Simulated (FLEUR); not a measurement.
Records of electronic-structure calculations.

## Magnetic state of VClO from several starts

The structure is orthorhombic, space group Pmmn (No. 59). Conventional cell: a = 3.300 Å, b = 3.780 Å, c = 7.910 Å, α = 90.00°, β = 90.00°, γ = 90.00°. V has 4 O at 1.97 to 2.08 Å and 2 Cl at 2.36 Å nearest. Nearest to Cl lie 2 V at 2.36 Å. Nearest to O lie 4 V at 1.97 to 2.08 Å. Farther neighbours and most contacts between anions are not listed.

```xyz
6
Lattice="3.3000 0.0000 0.0000 0.0000 3.7800 0.0000 0.0000 0.0000 7.9100" Properties=species:S:1:pos:R:3 pbc="T T T"
V     0.0000    1.8900    0.9081
V     1.6500    0.0000    7.0019
Cl    1.6500    1.8900    2.5937
Cl    0.0000    0.0000    5.3163
O     1.6500    1.8900    7.5477
O     0.0000    0.0000    0.3623
```

```yaml
method: PBEsol; all-electron FLAPW, Dirac cores, scalar-relativistic bands
program: FLEUR MaX-R8.1
settings_of_one_run: kmax 4.4 1/bohr, gmax 13.2 1/bohr, muffin tin radii V: 2.32, Cl: 2.03, O: 1.31 bohr, lmax V: [8, 6], Cl: [8, 6], O: [6, 4], hist occupations, smearing width 0.05 eV, mixer Anderson, mixing 0.05, max iterations 130, stop 2.00e-5 me/bohr³, collinear spin, 6×6×6 k-mesh, mesh matched on, starting moments 2 2 0 0 0 0 μB
cost: 3 runs, 16 min in all on 4 MPI ranks of AMD EPYC 7R32 (Zen 2), shared host (the runs of this entry)
notes: The run is spin-polarised, with a total moment of 4.00 μB a cell. This is the lowest of 3 finished starts, no proof of the ground state.
lowest_state_found: ferromagnetic (initial ferro ++)
largest_site_spin_moment: 1.84 μB
next_finished_state: antiferromagnetic, 28.9 meV a seeded atom higher
energy_gained_by_spin_polarisation: 532 meV a seeded atom
```

The lowest state found is ferromagnetic, reached from the start ferro ++, with moments up to 1.84 μB. The next finished state costs 29 meV a seeded atom.

[Logs and program files are shortened in this print: banners, set-up blocks, solver, clock and traceback lines can be left out without a mark of their own.]

[Logs are printed without paths, hosts, clocks, repeated set-up lines and the standing remarks that a program may print on its own settings, such as how far it seeks lower states.]

[Hosts, paths, dates, database ids (printed as entryN), source tags and the programs' standing remarks are cut or masked in the printed files.]

[Where a cell is said to come from a database of computed structures, the database is the Materials Project.]
